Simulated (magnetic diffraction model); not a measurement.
# Mn2IN: the ordered moment from one line

Space group I4_1/amd (no. 141, origin choice 1), a = 5.1740 Å, c = 12.3100 Å.

```
site  atom    x    y       z
  4a     I    0  1/2     1/4
  8e    Mn  1/2  1/2  0.3339
  4b     N  1/2    0     1/4
```

The compound is invented for this exercise: a known structure type with other elements, its cell scaled to their sizes and not relaxed.

Only Mn is taken to order (form factors of Mn2+); orders and moment sizes are assumed, and not adapted to the symmetry. Radiation: neutrons of λ = 2.36 Å, 3° to 100°; isotropic B of 0.21 Å² (I), 0.27 Å² (Mn) and 0.34 Å² (N). Simulated constant-wavelength pattern: nuclear and magnetic terms add, the magnetic one as |2.695 fm × Σ f S⊥ exp(2πi Q·r) exp(−B s²)|², summed over all Q at one angle with the factor 1/(sin²θ cos θ). For a modulated order the moment at position r is S exp(−2πi k·r) + c.c., with S = m/2 for a sine wave of amplitude m and S = m(u + iv)/2 for moments turning in a plane, u and v being orthogonal unit vectors in it; the phase factor of the sum at Q = H + k is then exp(2πi H·r). Free-ion form factors, Sears's scattering lengths of 1992, no absorption; a label names one of the reflections at its angle. The strongest nuclear line in the range is 100, and lines under 0.2 are left out.

In a first state the assumed order is k = (0 1/3 0), moments turning in the plane of [100] and [001], 3.98 μB on Mn; signs + at (1/2, 1/2, 0.3339), + at (0, 1/2, 0.0839), − at (0, 1/2, 0.4161), + at (0, 0, 0.1661), with this pattern:

```
2θ (°)      index  nuclear  magnetic
  8.72  (0 1/3 0)      0.0      96.0
 20.71  (0 2/3 1)      0.0       3.5
 23.80  (0 1/3 2)      0.0      13.0
 28.65    (1 0 1)     20.2       0.0
 30.00  (1 1/3 1)      0.0      27.2
 31.82  (1 2/3 0)      0.0       7.6
 37.19  (0 4/3 1)      0.0       1.0
 37.97  (0 2/3 3)      0.0       4.4
 39.08  (1 2/3 2)      0.0       8.3
 43.06    (1 0 3)      1.8       0.0
 44.03  (1 1/3 3)      0.0       5.3
 44.07    (1 1 2)    100.0       0.0
 44.68  (1 4/3 0)      0.0       6.3
 45.09    (0 0 4)     24.4       0.0
 46.02  (0 1/3 4)      0.0       2.3
 49.48  (0 4/3 3)      0.0       2.7
```
(The table stops after 16 lines; 53 more lie at higher angle.)

**Question.** Nearer the ordering temperature the line at 8.72° has total intensity 69.2 on the same scale, and all moments have shrunk alike. How large is the Mn moment?

The nuclear part, 0.0, stays, so the magnetic part is 69.2 against 96.0. It goes as m², so m = 3.98 × √(69.2/96.0) = 3.38 μB; the value used was 3.38 μB.

[Logs are printed without paths, hosts, clocks, repeated set-up lines and the standing remarks that a program may print on its own settings, such as how far it seeks lower states.]
